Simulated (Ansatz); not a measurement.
# SnPb2 (model cell, started as cuprite): following an unstable mode, part 3 of 3

Which phase does SnPb2 (model cell, started as cuprite) fall into along its unstable mode, and how much energy does it gain?

Ansatz 0.2.0; DFT PBEsol, scalar-relativistic, plane waves, norm-conserving pseudopotentials.

So far. Step 4 (The mode frozen in, largest atomic shift 0.6 Å): The run ends at a pressure of -0.89 GPa, with forces up to 0.77 eV/Å. Step 5 (Energy along the mode, all amplitudes (two of the runs …): The energy still falls at the last step, so the rise lies beyond the steps tried.

The structure was built from a prototype and need not be the compound's stable phase.

### Step 7. The new phase in its own primitive cell (continued)

Relaxation path:

```
step  energy less that of the first step (eV)  largest force component (eV/Å)  pressure (GPa)  volume (Å³)
   1                                   0.0000                          0.0726            0.14       222.82
   2                                  -0.0217                          0.0133            0.03       224.74
   3                                  -0.0225                          0.0036            0.01       225.23
   4                                  -0.0226                          0.0001            0.00       225.22
   5                                  -0.0226                          0.0000            0.00       225.15
  6*                                  -0.0228                          0.0000            0.01       225.15
   7                                  -0.0228                          0.0000            0.00       225.20
  8*                                  -0.0228                          0.0000            0.00       225.20
```

Relaxation steps marked * repeat the geometry before them on a plane-wave basis chosen anew for their cell, so energy and pressure can jump there.

The run keeps the 8 symmetry operations that the program found, so distortions that break them were not tested.

```csv
"conventional cell, symmetrised",before,after,change
a (Å),8.315,8.287,-0.3 %
b (Å),8.315,8.287,-0.3 %
c (Å),3.222,3.279,+1.8 %
volume (Å³/atom),37.14,37.53,+1.1 %
```

The atoms that moved most (Å, as changes of fractional coordinates times the final cell):

```
atom      dx      dy     dz  length
 Pb4   0.034   0.034  0.000   0.048
 Pb3  -0.034   0.034  0.000   0.048
 Pb6  -0.034  -0.034  0.000   0.048
 Pb5   0.034  -0.034  0.000   0.048
```

Final coordinates:

```cif
data_structure
_symmetry_space_group_name_H-M 'P 1'
_symmetry_Int_Tables_number 1
_cell_length_a 8.2872
_cell_length_b 8.2872
_cell_length_c 3.2791
_cell_angle_alpha 90.000
_cell_angle_beta 90.000
_cell_angle_gamma 90.000
_cell_volume 225.20
loop_
_atom_site_label
_atom_site_type_symbol
_atom_site_fract_x
_atom_site_fract_y
_atom_site_fract_z
_atom_site_occupancy
Sn1 Sn 0.00000 0.50000 0.00000 1
Sn2 Sn 0.50000 0.00000 0.50000 1
Pb3 Pb 0.68184 0.31816 0.75000 1
Pb4 Pb 0.31816 0.31816 0.25000 1
Pb5 Pb 0.31816 0.68184 0.75000 1
Pb6 Pb 0.68184 0.68184 0.25000 1
```

This step gave:

- pressure: 1.97e-4 GPa
- volume per atom: 37.53 Å³

The largest force component left is 0.010 meV/Å and the pressure is 0.000 GPa, within the tolerances set. The cell now holds 37.53 Å³/atom.

### Step 8. Modes of the new phase, k-mesh 4×4×12

A relaxed structure may still be a saddle point, so its zone-centre modes are computed. No field response is asked, since the mesh shows no gap.

input.yaml reads:

```yaml
crystal:
  lattice:
    - [8.2871563377, 0.0, 0.0]
    - [0.0, 8.2871563377, 0.0]
    - [0.0, 0.0, 3.2790704333]
  atoms:
    - { symbol: Sn, position: [0.0, 0.5, 0.0] }
    - { symbol: Sn, position: [0.5, 0.0, 0.5] }
    - { symbol: Pb, position: [0.6818388955, 0.3181611045, 0.75] }
    - { symbol: Pb, position: [0.3181611045, 0.3181611045, 0.25] }
    - { symbol: Pb, position: [0.3181611045, 0.6818388955, 0.75] }
    - { symbol: Pb, position: [0.6818388955, 0.6818388955, 0.25] }
kpoints:
  mp_grid: { grid: [4, 4, 12] }
hamiltonian:
  xc: pbesol
  pseudopotentials: { kind: nc }
scf:
  occupations: { method: methfessel_paxton, width: 0.2 }
output:
  eigenvalues: true
phonons:
  method: dfpt
```

Started as:

```console
> ansatz run input.yaml --threads 8 --pin off --max-ram 14336MiB --backend cpu --events-out ev --progress --plain --runs-dir out
```

Log:

```text
[...]
Crystal: 6 atoms, lattice volume = 225.197 Å³
Basis set: ecut = 979.609905 eV, 15605 PW (Γ), exchange–correlation on 180×180×72 points (8 copies of the dense FFT grid, shifted against one another)
Bands: 51, of which v1, the nominal top of the filled ones, is band 42 counted from 1 (41 counted from 0)
Symmetry: 8 space group operations
k-points: 100 of 192 (irreducible under 1 space group operation, time reversal used)
[...]
SCF iter   1: F=—  HF=-11875.862241 eV  |F-HF|=—  |Δ(HF+E_count)|=         —  Δρ=2.36e-2  dr2=6.16e0  ethr=3.10e-3  ⟨swp⟩=6.7  Hψ=18094  notcnv=0
[...]
SCF iter  10: F=-11874.362188 eV  HF=-11874.362188 eV  |F-HF|=1.82e-12  |Δ(HF+E_count)|=  1.82e-12  S|Δr|=    0.00e0  Δρ=1.57e-8  dr2=4.48e-13  ethr=1.00e-12  ⟨swp⟩=13.9  Hψ=28804  notcnv=0
SCF 1 converged in 10 iterations: F = -11874.362188 eV  dr2 = 4.48e-13
DFPT response loops at Γ: preconditioner auto → none (partly filled bands, converged f_vac=0.171); β = 0.50; Broyden in place of MSR1
SCF converged after 10 iterations
[...]
Free energy (F): -11874.362188 eV
[...]
Internal energy: -11874.351666 eV  (E = F + TS)
E sigma→0 (E₀):  -11874.359558 eV
Entropy (-TS):   -0.010522 eV (-1.754 meV/atom)
Fermi energy:    7.853858 eV
[...]
--- Band table (eV; the first three rows and the last of 100) ---
  k-point 0: bands = [... 38 lower, 5.9717, 7.4324, 7.4324, 7.7153, 9.9252, 9.9252, 10.1730, 10.8458, ... 5 higher]
  k-point 1: bands = [... 38 lower, 6.0706, 7.4551, 7.5694, 7.8168, 9.9595, 10.0302, 10.1563, 10.3640, ... 5 higher]
  k-point 2: bands = [... 38 lower, 6.3546, 7.5764, 7.8748, 8.0677, 8.6030, 9.6510, 9.8691, 10.2335, ... 5 higher]
  k-point 99: bands = [... 38 lower, 4.9615, 5.9541, 6.2904, 6.8890, 6.9539, 6.9539, 9.0488, 9.0488, ... 5 higher]
[...]
k mesh reduced under 1 symmetry operation, with k and −k counted as one. Each operation leaves every solved perturbation unchanged. A smaller set is not used because it would not reduce the number of displacements times k-points to solve
  ASR residual: 1.158e-3 → 0.000e0 eV/Å²; symmetrization residual: 2.827e-4 eV/Å²
  ASR residual per site (eV/Å²): 1.16e-3 1.16e-3 4.55e-4 4.55e-4 4.55e-4 4.55e-4
[...]
```

The job ended after 12 min (8 threads of Arm Neoverse N1, shared host; peak memory 10 GiB).

Read from the output:

```yaml
sum_rule_residual_before_enforcement: 0.001158 eV/Å²
point_group: 422
highest_optical_mode_at_the_zone_centre_no_lo_to_term: 120.1 cm⁻¹
lowest_optical_zone_centre_mode: -30.03 cm⁻¹
```

Patterns of degenerate modes are one choice out of their space. Modes at Γ, with each element's share of the kinetic energy (negative means imaginary):

```csv
mode,frequency (cm⁻¹),symmetry,Sn %,Pb %
1,-30.0,B2,88,12
2,-27.8,A2,65,35
3,0.0,acoustic,22,78
4,0.0,acoustic,22,78
5,0.0,acoustic,22,78
6,18.0,B2,12,88
7,22.3,E,2,98
8,22.3,E,2,98
9,30.6,B1,0,100
10,46.5,E,41,59
11,46.5,E,41,59
12,57.9,A1,0,100
13,71.1,A2,12,88
14,71.3,E,65,35
15,71.3,E,65,35
16,77.1,B1,0,100
17,120.1,E,69,31
18,120.1,E,69,31
```

Before it was imposed, the acoustic sum rule was missed by 0.0012 eV/Å². Small misses are needed for a sound result but don't prove that mesh and cutoff are converged. The lowest optical mode is imaginary, 30.0i cm⁻¹, so the energy falls along it.

### Step 9. Results

| Property | Result |
| --- | --- |
| unstable mode of the parent | q = (0, 0, 0), 52i cm⁻¹ |
| depth at the lowest point sampled | 231 meV/atom |
| largest atomic shift at that point | 0.6 Å |
| space group reached | P4_222 |
| energy gained over the parent (first relaxation, on the mesh of the frozen mode) | 637 meV/atom |
| volume per atom, phase reached | 37.5 Å³ |
| lowest optical zone-centre mode, phase reached | -30.0 cm⁻¹ |
| highest optical mode at the zone centre (no LO-TO term), phase reached | 120 cm⁻¹ |

What this shows: Along this mode the structure falls into P4_222, 637 meV/atom below the parent. At the parent's cell the well is 230.6 meV/atom deep on the steps tried, with its lowest point at a shift of 0.6 Å. That is the last step tried, so the steps alone don't bracket the bottom of the well. Relaxing atoms and cell changes the gain by +406.11 meV/atom against the lowest step (energies at zero smearing). Most of the total comes from this relaxation. The new phase still has an imaginary mode at the zone centre of its cell, so it is a saddle point on the way to a lower structure. Of the 2 patterns followed from this parent, this one reaches the lowest energy. Each path keeps the symmetry of its pattern, so a lower phase may lie along a pattern not tried. With no gap, or one that is small against the smearing, the frequencies hang on the k mesh and the smearing, most of all near Kohn anomalies. The volume moved by more than a tenth on the k mesh of the start, so the energy gain is rough. Spin-orbit coupling is left out, which can matter for the heavy elements here. The starting cell was built on a prototype and not taken from a measurement, so the phase need not exist.

[Long decimals in the printed logs are rounded to 6 places.]

[Logs are printed without paths, hosts, clocks, repeated set-up lines and the standing remarks that a program may print on its own settings, such as how far it seeks lower states.]

[Hosts, paths, dates, database ids (printed as entryN), source tags and the programs' standing remarks are cut or masked in the printed files.]

[Where the starting crystal was built by hand or by swapping elements, it need not be the compound's stable phase.]
